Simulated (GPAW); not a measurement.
# Optical response of Cr2AsSe

Aim: the dielectric function of Cr2AsSe, and the optical constants that follow from it.

Program: GPAW 26.7.0. Level of theory: DFT, revPBE, plane-wave PAW (GPAW data sets), scalar-relativistic, RPA, optical limit. Results are calculated unless marked as measured.

## (1) Starting point

It takes space group P-6m2 (No. 187, hexagonal). Conventional cell: a = 3.766 Å, b = 3.766 Å, c = 6.234 Å, α = 90.00°, β = 90.00°, γ = 120.00°. Se has 6 Cr at 2.70 Å nearest. Nearest to As lie 6 Cr at 2.65 Å. Cr has 3 As at 2.65 Å and 3 Se at 2.70 Å nearest. Farther neighbours and most contacts between anions are not listed.

Structure file:

```cif
data_structure
_symmetry_space_group_name_H-M 'P-6m2'
_symmetry_Int_Tables_number 187
_cell_length_a 3.7662
_cell_length_b 3.7662
_cell_length_c 6.2344
_cell_angle_alpha 90.000
_cell_angle_beta 90.000
_cell_angle_gamma 120.000
_cell_volume 76.58
loop_
_atom_site_label
_atom_site_type_symbol
_atom_site_symmetry_multiplicity
_atom_site_Wyckoff_symbol
_atom_site_fract_x
_atom_site_fract_y
_atom_site_fract_z
_atom_site_occupancy
Se1 Se 1 a 0.00000 0.00000 0.00000 1
As1 As 1 d 0.33333 0.66667 0.50000 1
Cr1 Cr 2 i 0.66667 0.33333 0.25800 1
```

## (2) Ground state

The self-consistent density comes first; it also tells whether there is a gap, which decides the occupations and the need for a Drude term.

This step: DFT, revPBE, plane-wave PAW (GPAW data sets), scalar-relativistic, ground state (GPAW 26.7.0).

Input file gs.py:

```python
from ase import Atoms
from ase.dft.bandgap import bandgap
from gpaw import GPAW, PW, FermiDirac

atoms = Atoms(['Se', 'As', 'Cr', 'Cr'],
              cell=[[3.76615872, 0.00000000, 0.00000000],
                    [-1.88307936, 3.26158912, 0.00000000],
                    [0.00000000, 0.00000000, 6.23444500]],
              scaled_positions=[[0.33333333, 0.66666667, 0.00000000],
                                [0.66666667, 0.33333333, 0.50000000],
                                [0.00000000, 0.00000000, 0.25799700],
                                [0.00000000, 0.00000000, 0.74200300]],
              pbc=[True, True, True])
atoms.set_initial_magnetic_moments([0.0, 0.0, 3.0, 3.0])
atoms.calc = GPAW(mode=PW(450), xc='revPBE', kpts={'size': (7, 7, 4), 'gamma': True},
                  occupations=FermiDirac(0.05), maxiter=150, txt='gs.txt')
print('energy (eV)', atoms.get_potential_energy())
print('Fermi level (eV)', atoms.calc.get_fermi_level())
print('valence electrons', atoms.calc.get_number_of_electrons())
print('gap (eV)', bandgap(atoms.calc, output=None)[0])
print('direct gap (eV)', bandgap(atoms.calc, direct=True, output=None)[0])
print('moments', atoms.get_magnetic_moments().round(3).tolist())
atoms.calc.write('gs.gpw')
```

Command:

```bash
OMP_NUM_THREADS=1 python gs.py
```

Numbers of over 12 decimals in the logs are rounded to 6 here.

Log:

```text
__  _  _
 | _ |_)|_||  |
 |__||  | ||/\| - 26.7.0

Versions:
  Python: 3.12.14
  ASE:    3.29.0
  Numpy:  2.5.5
  Scipy:  1.18.1
  Libxc:  7.0.0

Input parameters:
  mode=PW(ecut=450.000000),
  kpts=MonkhorstPack(size=(7, 7, 4), gamma=True),
  maxiter=150,
  occupations=Occupations(name='fermi-dirac', width=0.05, fixmagmom=False),
  xc=XC(name='revPBE')

Diagonalizing LCAO Hamiltonian
Converting LCAO to pw mode

       Cr
            As

       Cr
        Se

Atoms  # Å, Bohr magnetons
|   | symbol |         x |        y |        z |    initial magnetic moments |
| 0 |     Se | -0.000000 | 2.174393 | 0.000000 | ( 0.0000,  0.0000,  0.0000) |
| 1 |     As |  1.883079 | 1.087196 | 3.117223 | ( 0.0000,  0.0000,  0.0000) |
| 2 |     Cr |  0.000000 | 0.000000 | 1.608468 | ( 0.0000,  0.0000,  3.0000) |
| 3 |     Cr |  0.000000 | 0.000000 | 4.625977 | ( 0.0000,  0.0000,  3.0000) |

Unit cell  # Å
| periodic |         x |        y |        z |  lengths |     angles |
|      yes |  3.766159 | 0.000000 | 0.000000 | 3.766159 |  90.000000 |
|      yes | -1.883079 | 3.261589 | 0.000000 | 3.766159 |  90.000000 |
|      yes |  0.000000 | 0.000000 | 6.234445 | 6.234445 | 120.000000 |

Number of symmetries: 4
Symmetry operations  # r_c * U_cc + t_c -> r_c
|   | kind |            matrix            |
| 0 |  E   |  1, 0, 0,  0, 1, 0,  0, 0, 1 |
| 1 |  σ   |  1, 0, 0,  0, 1, 0,  0, 0,-1 |
| 2 |  σ   | -1, 0, 0,  1, 1, 0,  0, 0, 1 |
| 3 |  C2  | -1, 0, 0,  1, 1, 0,  0, 0,-1 |

BZ-sampling:
  Number of BZ points: 196
  Number of IBZ points: 48

  Monkhorst-Pack size: [7, 7, 4]
  Monkhorst-Pack shift: [0.0, 0.0, 0.125]

K-points  # in reciprocal-cell coordinates
|     |                                coordinates |     weight |
|   0 | (  0.00000000,   0.00000000,   0.00000000) | 0.00510204 |
|   1 | (  0.00000000,   0.00000000,   0.25000000) | 0.01020408 |
|   2 | (  0.00000000,   0.00000000,   0.50000000) | 0.00510204 |
|   3 | (  0.00000000,   0.14285714,   0.00000000) | 0.01020408 |
|   4 | (  0.00000000,   0.14285714,   0.25000000) | 0.02040816 |
|   5 | (  0.00000000,   0.14285714,   0.50000000) | 0.01020408 |
|   6 | (  0.00000000,   0.28571429,   0.00000000) | 0.01020408 |
|   7 | (  0.00000000,   0.28571429,   0.25000000) | 0.02040816 |
|   8 | (  0.00000000,   0.28571429,   0.50000000) | 0.01020408 |
|   9 | (  0.00000000,   0.42857143,   0.00000000) | 0.01020408 |
| ... |                                            |            |
|  47 | (  0.42857143,   0.42857143,   0.50000000) | 0.02040816 |

Plane wave coefficients: 1702
Cutoff: 450.000000 eV

Spin-components: 2 (collinear spins)
Bands:           22
Projectors:      22
Spin-degeneracy: 1
Datatype:        complex128

Parallelization:
  kpt:    1
  domain: 1
  band:   1

Density:
  Valence electrons: 23.0
  Components: 2
  Grid points: [20 20 32]
  Charge: 0.0  # |e|

Potential:
  Grid points: [20 20 32]

species:
  Se:
    name:    Selenium
    id:
    Z:       34.0
    valence: 6
    core:    28
    charge:  0.0  # [|e|]
    compensation charges:
      type: gauss
      rc: 0.27  # [Å]
      lmax: 2
    cutoffs:
      filter: 1.77  # [Å]
      core: 2.67  # [Å]
    projectors
    | kind |    occ | energy [eV] | rcut [Å] |
    |   4s |  2.000 |     -17.218 |    0.847 |
    |   4p |  4.000 |      -6.473 |    1.005 |
    |    s |        |       9.994 |    0.847 |
    |    p |        |      20.738 |    1.005 |
    |    d |        |       0.000 |    0.847 |

    Using partial waves for Se as LCAO basis

  As:
    name:    Arsenic
    id:
    Z:       33.0
    valence: 5
    core:    28
    charge:  0.0  # [|e|]
    compensation charges:
      type: gauss
      rc: 0.33  # [Å]
      lmax: 2
    cutoffs:
      filter: 1.87  # [Å]
      core: 2.96  # [Å]
    projectors
    | kind |    occ | energy [eV] | rcut [Å] |
    |   4s |  2.000 |     -14.425 |    1.058 |
    |   4p |  3.000 |      -5.155 |    1.058 |
    |    s |        |      12.786 |    1.058 |
    |    p |        |      22.056 |    1.058 |
    |    d |        |       0.000 |    1.058 |

    Using partial waves for As as LCAO basis

  Cr:
    name:    Chromium
    id:
    Z:       24.0
    valence: 6
    core:    18
    charge:  0.0  # [|e|]
    compensation charges:
      type: gauss
      rc: 0.35  # [Å]
      lmax: 2
    cutoffs:
      filter: 2.14  # [Å]
      core: 3.04  # [Å]
    projectors
    | kind |    occ | energy [eV] | rcut [Å] |
    |   4s |  1.000 |      -3.933 |    1.164 |
    |   4p |  0.000 |      -0.966 |    1.217 |
    |   3d |  5.000 |      -2.850 |    1.111 |
    |    s |        |      23.278 |    1.164 |
    |    p |        |      26.245 |    1.217 |
    |    d |        |      24.362 |    1.111 |

    Using partial waves for Cr as LCAO basis

Reference energy: -184787.578618  # eV

eigensolver:
  PPCG
  Converge bands: occupied
  niter=2

density mixing:
  MSR1-Mixer
  Pratt-step length: 0.05
  Maximum mixing coefficient: 0.75
  Old densities: 10
  SVD Regularization: 0.005
  Good broyden scale: 1.0
  Trust region scale: 1.0
  Backstep threshold: 4.0
  History deletion threshold: 6.0
  Fourier metric: weight=20.0, sigma=0.015

occupation numbers:
  Fermi-Dirac:
    width: 0.0500  # eV

poisson solver:
  ecut: 3600.000000  # eV

xc functional:
  name: revPBE with 2 nearest neighbor stencil

convergence criteria:
- Maximum [total energy] change in last 3 cyles: 0.0005 eV / valence electron
- Maximum integral of absolute [dens]ity change: 0.0001 electrons / valence electron
- Maximum integral of absolute [eigenst]ate change: 4e-08 eV^2 / valence electron
maximum number of iterations: 150

SCF iterations
|iter     |      energy | eigst |  dens |  magmom |
|iter:   1||  -27.123772 | -0.33 |       |  +5.9738|
|iter:   2||  -26.476847 | -1.60 | -0.57 |  +5.9912|
|iter:   3||  -26.292451 | -1.64 | -0.65 |  +6.1744|
|iter:   4||  -26.636642 | -2.16 | -0.90 |  +6.5278|
|iter:   5||  -26.712709 | -2.50 | -1.33 |  +6.8173|
|iter:   6||  -26.712196 | -2.83 | -1.83 |  +6.8769|
|iter:   7||  -26.712840c| -3.81 | -2.13 |  +6.9180|
|iter:   8||  -26.713356c| -4.46 | -2.52 |  +6.9414|
|iter:   9||  -26.713428c| -5.10 | -3.00 |  +6.9458|
|iter:  10||  -26.713433c| -5.85 | -3.49 |  +6.9450|
|iter:  11||  -26.713433c| -6.56 | -4.06c|  +6.9447|
|iter:  12||  -26.713433c| -7.33 | -4.68c|  +6.9445|
|iter:  13||  -26.713433c| -7.61c| -5.14c|  +6.9445|

Converged in 13 steps
SCF loop duration: 54.987 s (4.230 s/step)
Energy contributions relative to reference atoms: (reference = -184787.578618)

Energy contributions:
  Kinetic:           2.337351
  Coulomb:          -8.801446
  Zero:              0.136030
  External:          0.000000
  Xc:              -20.378764
  Entropy:          -0.013208
  Spinorbit:         0.000000
  ----------------------------
  Free energy:     -26.720037
  Extrapolated:    -26.713433

dipole moment: (-9.036469, -15.589420, -22.913442)  # |e|*Ang

Total magnetic moment: (0.000000, 0.000000, 6.944492)

Local magnetic moments
|        x |        y |         z |
| 0.000000 | 0.000000 | -0.087102 |  # Se   0
| 0.000000 | 0.000000 | -0.191973 |  # As   1
| 0.000000 | 0.000000 |  3.225133 |  # Cr   2
| 0.000000 | 0.000000 |  3.225133 |  # Cr   3

Fermi level: 7.335
Eigenvalues  # (at kpt = [0.000, 0.000, 0.000])
| band index |      eig [eV] | occ [0-1] |      eig [eV] | occ [0-1] |
|          0 |        -6.848 |     1.000 |        -6.867 |     1.000 |
|        ... |               |           |               |           |
|          4 |         3.779 |     1.000 |         4.663 |     1.000 |
|          5 |         4.613 |     1.000 |         6.868 |     1.000 |
|          6 |         5.384 |     1.000 |         7.034 |     0.998 |
|          7 |         5.385 |     1.000 |         7.034 |     0.998 |
|          8 |         5.570 |     1.000 |         7.474 |     0.059 |
|          9 |         5.571 |     1.000 |         8.366 |     0.000 |
|         10 |         6.334 |     1.000 |         8.366 |     0.000 |
|         11 |         6.335 |     1.000 |         8.392 |     0.000 |
|         12 |         6.607 |     1.000 |         8.395 |     0.000 |
|         13 |         6.884 |     1.000 |         9.566 |     0.000 |
|         14 |         6.884 |     1.000 |         9.569 |     0.000 |
|         15 |         7.545 |     0.015 |        10.665 |     0.000 |
|         16 |         9.919 |     0.000 |        10.729 |     0.000 |
|         17 |        10.147 |     0.000 |        11.714 |     0.000 |
|         18 |        10.147 |     0.000 |        11.714 |     0.000 |
|        ... |               |           |               |           |
|         21 |        13.997 |     0.000 |        14.617 |     0.000 |

No gap
No difference between direct/indirect transitions

--- standard output ---
energy (eV) -26.713433
Fermi level (eV) 7.335308
valence electrons 23.0
gap (eV) 0.0
direct gap (eV) 0.0
moments [-0.087, -0.192, 3.225, 3.225]
```

It took 58 s on 1 thread of Arm Neoverse V2, shared host; peak memory 0.23 GiB.

This step gave:

| Item | Value |
| --- | --- |
| energy | -26.71 eV |
| Fermi energy | 7.335 eV |
| electrons | 23 |
| site moments | -0.087, -0.192, 3.225, 3.225 μB |

There are states at the Fermi level within the smearing, so the occupations stay smeared and the carriers get a Drude term.

## (3) Bands for the response

At the fixed density, many empty bands are solved on the mesh of the response, since the spectrum sums over them.

This step: DFT, revPBE, plane-wave PAW (GPAW data sets), scalar-relativistic, bands at fixed density (GPAW 26.7.0).

Input file nscf.py:

```python
from ase.dft.bandgap import bandgap
from gpaw import GPAW, FermiDirac

calc = GPAW('gs.gpw').fixed_density(kpts={'size': (10, 10, 6), 'gamma': True}, nbands=38, convergence={'bands': 32},
                                    occupations=FermiDirac(0.05), txt='nscf.txt')
print('gap (eV)', bandgap(calc, output=None)[0])
print('direct gap (eV)', bandgap(calc, direct=True, output=None)[0])
calc.write('full.gpw', mode='all')
```

Command:

```bash
OMP_NUM_THREADS=1 python nscf.py
```

Log:

```text
Diagonalizing LCAO Hamiltonian
Converting LCAO to pw mode
convergence criteria:
- Maximum integral of absolute [eigenst]ate change: 4e-08 eV^2 / valence electron
maximum number of iterations: 150

SCF iterations
|iter     |      energy | eigst |  dens |  magmom |
|iter:   1||             | +2.46 |       |  +6.9445|
|iter:   2||             | +0.92 |       |  +6.9445|
|iter:   3||             | +0.49 |       |  +6.9445|
|iter:   4||             | +0.14 |       |  +6.9445|
|iter:   5||             | +0.02 |       |  +6.9445|
|iter:   6||             | -0.17 |       |  +6.9445|
|iter:   7||             | -0.55 |       |  +6.9445|
|iter:   8||             | -0.91 |       |  +6.9445|
|iter:   9||             | -1.25 |       |  +6.9445|
|iter:  10||             | -1.49 |       |  +6.9445|
|iter:  11||             | -1.73 |       |  +6.9445|
|iter:  12||             | -1.88 |       |  +6.9445|
|iter:  13||             | -2.14 |       |  +6.9445|
|iter:  14||             | -2.55 |       |  +6.9445|
|iter:  15||             | -2.95 |       |  +6.9445|
|iter:  16||             | -3.25 |       |  +6.9445|
[...]
|iter:  31||             | -4.67 |       |  +6.9445|
|iter:  32||             | -5.01 |       |  +6.9445|
|iter:  33||             | -5.51 |       |  +6.9445|
|iter:  34||             | -5.94 |       |  +6.9445|
|iter:  35||             | -6.28 |       |  +6.9445|
|iter:  36||             | -6.61 |       |  +6.9445|
|iter:  37||             | -6.93 |       |  +6.9445|
|iter:  38||             | -7.28 |       |  +6.9445|
|iter:  39||             | -7.59c|       |  +6.9445|
SCF steps: 39
  __  _  _
 | _ |_)|_||  |
 |__||  | ||/\| - 26.7.0

Versions:
  Python: 3.12.14
  ASE:    3.29.0
  Numpy:  2.5.5
  Scipy:  1.18.1
  Libxc:  7.0.0

Input parameters:
  mode=PW(ecut=450.000000),
  convergence={'bands': 32},
  gpts=array([20, 20, 32]),
  kpts=MonkhorstPack(size=(10, 10, 6), gamma=True),
  maxiter=150,
  nbands=38,
  occupations=Occupations(name='fermi-dirac', width=0.05, fixmagmom=False),
  parallel={},
  xc=XC(name='revPBE')

--- standard output ---
gap (eV) 0.0
direct gap (eV) 0.0
```

Wall time 9.6 min (1 thread); peak memory 0.49 GiB.

[end of part 1 of 2]

[Machine, clock and banner lines and Python warnings are left out of the logs.]

[Logs are printed without paths, hosts, clocks, repeated set-up lines and the standing remarks that a program may print on its own settings, such as how far it seeks lower states.]

[Hosts, paths, dates, database ids (printed as entryN), source tags and the programs' standing remarks are cut or masked in the printed files.]
